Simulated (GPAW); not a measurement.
# Core-hole calculation of the Li K edge in LiHF2 (R-3m), part 2 of 2

Aim: the near-edge shape at the Li K edge of LiHF2 (R-3m), and what the core hole does to it.

GPAW 26.7.0; X-ray absorption from dipole matrix elements to empty bands, plane-wave PAW LDA.

So far. Step 5 (Spectrum with FCH, Li atom 3): The hole costs E(hole) − E(ground) = 54.67 eV, and the lowest empty level of the hole cell on the spectrum's mesh lies at 5.42 eV, which puts the zero at 60.09 eV. One term is added: -3.34 eV, since the hole is spin-paired here and a spin-polarised one costs that much less in the free atom (computed apart). The photon energy is then 56.75 eV. The tabulated edge of the element is 54.7 eV.

## 7. Reference energy of the cell

The cell and mesh change for the next run, so it gets a reference energy of its own.

scf.py reads:

```python
import numpy as np
from ase import Atoms
from ase.parallel import parprint, paropen
from gpaw import GPAW, PW, FermiDirac, Mixer, MixerDif, setup_paths
from gpaw.test import gen
setup_paths.insert(0, '.')
gen('Li', name='nch1s', xcname='LDA', corehole=(1, 0, 0), write_xml=True)
from gpaw.mpi import world
world.barrier()

atoms = Atoms('F2LiH',
    cell=[[-2.93396717, 0, 0],
     [1.46698359, -2.54089011, 0],
     [1.46698359, 0.84696337, 4.36668872]],
    scaled_positions=[[0.17339624, 0.58669812, 0.76009436],
     [0.82660376, 0.41330188, 0.23990564],
     [0, 0, 0],
     [0, 0.5, 0.5]],
    pbc=True)
atoms.calc = calc = GPAW(legacy_gpaw=True, mode=PW(500), xc='LDA', setups={2: 'nch1s'},
    kpts={'size': (7, 7, 7), 'gamma': True}, occupations=FermiDirac(0.02),
    charge=0, mixer=Mixer(0.1, 5, 50), maxiter=150,
    convergence={'density': 0.0001}, txt='scf.txt')
energy = atoms.get_potential_energy() + calc.get_reference_energy()
ef = calc.get_fermi_level()
out = dict(energy=energy, fermi=ef, forces=atoms.get_forces().tolist())
parprint(f'all-electron energy {energy:.4f} eV, Fermi level {ef:.4f} eV')
ev = np.array([[calc.get_eigenvalues(k, s) for k in range(len(calc.get_ibz_k_points()))] for s in range(calc.get_number_of_spins())])
out['homo'], out['lumo'], out['counts'] = ev[ev < ef].max(), ev[ev > ef].min(), sorted(set((ev < ef).sum((0, 2)).tolist()))
out['filled'] = (ev[:, 0] < ef).sum(1).tolist()
import json
with paropen('out.json', 'w') as f:
    json.dump(out, f)
```

Started as:

```console
> OMP_NUM_THREADS=1 mpirun -n 4 gpaw python scf.py
```

Elapsed: 10 s, on 4 MPI ranks of Arm Neoverse V1, shared host; peak memory 0.18 GiB; 41 s of CPU time.

## 8. Spectrum with FCH, Li atom 3

A smaller cell brings the holes closer; here they are 2.9 Å apart.

Changed against the first core-hole run: supercell atoms from 28 to 4; the field's mesh follows (3×3×3 to 7×7×7).

xas.py reads:

```python
import numpy as np
from ase import Atoms
from ase.parallel import parprint, paropen
from gpaw import GPAW, PW, FermiDirac, Mixer, MixerDif, setup_paths
from gpaw.test import gen
setup_paths.insert(0, '.')
gen('Li', name='fch1s', xcname='LDA', corehole=(1, 0, 1), write_xml=True)
from gpaw.mpi import world
world.barrier()

atoms = Atoms('F2LiH',
    cell=[[-2.93396717, 0, 0],
     [1.46698359, -2.54089011, 0],
     [1.46698359, 0.84696337, 4.36668872]],
    scaled_positions=[[0.17339624, 0.58669812, 0.76009436],
     [0.82660376, 0.41330188, 0.23990564],
     [0, 0, 0],
     [0, 0.5, 0.5]],
    pbc=True)
atoms.calc = calc = GPAW(legacy_gpaw=True, mode=PW(500), xc='LDA', setups={2: 'fch1s'},
    kpts={'size': (7, 7, 7), 'gamma': True}, occupations=FermiDirac(0.02),
    charge=0, mixer=Mixer(0.1, 5, 50), maxiter=150,
    convergence={'density': 0.0001}, txt='scf.txt')
energy = atoms.get_potential_energy() + calc.get_reference_energy()
ef = calc.get_fermi_level()
out = dict(energy=energy, fermi=ef, forces=atoms.get_forces().tolist())
parprint(f'all-electron energy {energy:.4f} eV, Fermi level {ef:.4f} eV')
ev = np.array([[calc.get_eigenvalues(k, s) for k in range(len(calc.get_ibz_k_points()))] for s in range(calc.get_number_of_spins())])
out['homo'], out['lumo'], out['counts'] = ev[ev < ef].max(), ev[ev > ef].min(), sorted(set((ev < ef).sum((0, 2)).tolist()))
out['filled'] = (ev[:, 0] < ef).sum(1).tolist()

from ase.units import Ha
from gpaw.xas import dipole_matrix_elements
nb = int(calc.get_number_of_electrons() / 2) + 23
top = nb
nscf = calc.fixed_density(kpts={'size': (9, 9, 9), 'gamma': True},
    convergence={'eigenstates': 1.0}, txt='nscf.txt')
nscf.diagonalize_full_hamiltonian(nbands=nb)
cell = atoms.cell.array
ops = [cell.T @ U.T @ np.linalg.inv(cell.T) for U in nscf.wfs.kd.symmetry.op_scc]
filled = [8]  # bands filled in the ground state, by spin
E = np.arange(-6, 34, 0.1)
fwhm = np.interp(E, [4, 25], [0.9, 3.5])
Y, X, zero, highest = 0, 0, 1e9, 1e9
for spin in range(nscf.get_number_of_spins()):
    wfs = nscf.wfs
    A = dipole_matrix_elements(wfs.setups[2])
    eps = np.zeros((wfs.kd.nibzkpts, nb))
    d = np.zeros((3, A.shape[1], wfs.kd.nibzkpts, nb), complex)
    for kpt in wfs.kpt_u:
        if kpt.s == spin and 2 in kpt.P_ani:
            eps[kpt.k] = kpt.eps_n * Ha
            d[:, :, kpt.k] = (kpt.weight * wfs.nspins / 2) ** 0.5 * np.inner(A, kpt.P_ani[2])
    world.sum(eps)
    world.sum(d)
    T = np.einsum('amkn,bmkn->abkn', d, d.conj()).real
    T = sum(np.einsum('ai,ijkn,bj->abkn', R, T, R) for R in ops) / len(ops)
    empty = np.ones_like(eps, bool) & (np.arange(nb) >= filled[spin])
    zero, highest = min(zero, eps[empty].min()), min(highest, eps[:, top - 1].min())
    lines = [(eps, T, empty)] if spin == 0 else lines + [(eps, T, empty)]
for eps, T, empty in lines:
    f = np.einsum('aakn->akn', T).reshape(3, -1)
    x = eps.ravel() - zero
    w = np.interp(x, E, fwhm) / 2.35482
    g = np.exp(-0.5 * ((E[:, None] - x) / w) ** 2) / (w * (2 * np.pi) ** 0.5)
    Y = Y + (f * empty.ravel()) @ g.T
    X = X + (f * ~empty.ravel()) @ g.T
out.update(E=E.round(2).tolist(), xas=Y.tolist(), xes=X.tolist(), zero=zero, valid=highest - zero, nk=len(eps), nb=nb)
for i in range(0, len(E), 10):
    parprint(f'{E[i]:7.2f}', *(f'{v:10.3e}' for v in Y[:, i]))
import json
with paropen('out.json', 'w') as f:
    json.dump(out, f)
```

Started as:

```console
> OMP_NUM_THREADS=1 mpirun -n 4 gpaw python xas.py
```

The job ended after 2.9 min (4 MPI ranks; peak memory 0.3 GiB).

These settings depart from the first run's and aren't meant as converged.

The scaled spectrum changes by 93 % r.m.s. A shift of +3.6 eV leaves 56 %. Another feature, at 6.9 eV (4.88), becomes the highest below 16 eV; the one at 2.5 eV (4.86) is now at 3.7 eV (1.70).

| E (eV) | first run | this run |
| --- | --- | --- |
| -2.0 | 0.00 | 0.00 |
| -0.5 | 0.00 | 0.00 |
| 1.0 | 0.64 | 0.11 |
| 2.5 | 4.86 | 0.89 |
| 4.0 | 2.91 | 1.59 |
| 5.5 | 1.35 | 2.46 |
| 7.0 | 1.04 | 4.88 |
| 8.5 | 1.23 | 1.09 |
| 10.0 | 0.87 | 0.60 |
| 11.5 | 0.27 | 0.37 |
| 13.0 | 0.12 | 0.23 |
| 14.5 | 0.18 | 0.28 |
| 16.0 | 0.22 | 0.29 |
| 17.5 | 0.31 | 0.34 |
| 19.0 | 0.42 | 0.44 |
| 20.5 | 0.41 | 0.48 |
| 22.0 | 0.37 | 0.43 |
| 23.5 | 0.38 | 0.42 |
| 25.0 | 0.42 | 0.46 |
| 26.5 | 0.41 | 0.46 |
| 28.0 | 0.33 | 0.39 |
| 29.5 | 0.23 | 0.30 |
| 31.0 | 0.20 | 0.25 |

## 9. What the core hole does

Both curves are counted from their own zero, so only the shift of weight within the empty states shows.

| E (eV) | no hole | FCH |
| --- | --- | --- |
| -2.0 | 0.00 | 0.00 |
| -1.0 | 0.00 | 0.00 |
| 0.0 | 0.01 | 0.03 |
| 1.0 | 0.08 | 0.64 |
| 2.0 | 0.15 | 3.45 |
| 3.0 | 0.27 | 3.20 |
| 4.0 | 0.42 | 2.91 |
| 5.0 | 0.72 | 1.98 |
| 6.0 | 1.18 | 0.73 |
| 7.0 | 0.96 | 1.04 |
| 8.0 | 1.56 | 1.37 |
| 9.0 | 1.14 | 1.12 |
| 10.0 | 1.95 | 0.87 |
| 11.0 | 4.01 | 0.42 |
| 12.0 | 3.20 | 0.17 |
| 13.0 | 1.09 | 0.12 |
| 14.0 | 0.61 | 0.16 |
| 15.0 | 0.51 | 0.19 |
| 16.0 | 0.42 | 0.22 |
| 17.0 | 0.40 | 0.27 |
| 18.0 | 0.44 | 0.35 |
| 19.0 | 0.52 | 0.42 |
| 20.0 | 0.57 | 0.42 |
| 21.0 | 0.54 | 0.39 |
| 22.0 | 0.49 | 0.37 |
| 23.0 | 0.46 | 0.37 |
| 24.0 | 0.46 | 0.39 |
| 25.0 | 0.47 | 0.42 |
| 26.0 | 0.49 | 0.42 |
| 27.0 | 0.51 | 0.39 |
| 28.0 | 0.50 | 0.33 |
| 29.0 | 0.44 | 0.26 |
| 30.0 | 0.35 | 0.21 |
| 31.0 | 0.27 | 0.20 |
| 32.0 | 0.23 | 0.21 |

With each curve scaled to its own mean, the area from −2 to 6 eV with the hole is 12.7 against 2.3, and the centre of weight from −1 to 20 eV moves by -4.6 eV: the hole pulls the absorber's empty states down.

## 10. Outcome

- absorber and edge: Li K, atom 3 of the ground-state input (counted from 1)
- surroundings: 6 F at 1.99 Å (octahedral, site symmetry -3m)
- highest intensity below 16 eV: 2.5 eV above the zero, height 4.86
- photon energy of the zero, with the added terms: 56.8 eV (raw 60.1 eV; LDA puts this hole about 1 eV below PBE, itself good to a few eV)

In words: The Li K edge of atom 3, with 6 F at 1.99 Å (octahedral, site symmetry -3m), has its highest intensity of the first 16 eV at 2.5 eV above the zero, near 59 eV in photon energy (LDA puts this hole about 1 eV below PBE, itself good to a few eV), 4.9 times the mean level of the first 20 eV (Gaussian full width 0.9 eV up to 4 eV, rising linearly to 3.5 eV at 25 eV). With each curve scaled to its own mean, the area from −2 to 6 eV with the hole is 12.7 against 2.3, and the centre of weight from −1 to 20 eV moves by -4.6 eV: the hole pulls the absorber's empty states down. The neutral-cell energy lies +0.6 eV from the charged-cell zero, a gap made of the charged-cell error and of where the added electron settles. A cell with holes 2.9 Å apart changes the curve by 93 % r.m.s. (56 % after the best shift). At the Li K edge of atom 3 polarisation matters most near 2.7 eV, where the curves differ by 3.7 on this scale. The holes are only 6.3 Å apart, so the shape is probably not converged with cell size; no larger cell was run here. The mesh is coarse (0.26 Å⁻¹ between points), so small maxima may be mesh ripples. The structure is a computed Materials Project entry and may be a hypothetical form.

[Logs are printed without paths, hosts, clocks, repeated set-up lines and the standing remarks that a program may print on its own settings, such as how far it seeks lower states.]

[Hosts, paths, dates, database ids (printed as entryN), source tags and the programs' standing remarks are cut or masked in the printed files.]

[Lists of maxima count a maximum above −3 eV only where it reaches 4 % of the highest in the window and stands out from its surroundings by 2 % of it (1.5 % where it reaches 55 %); shoulders and weaker maxima are passed over, and of the rest the first, up to two pre-edge ones and the few strongest are named.]
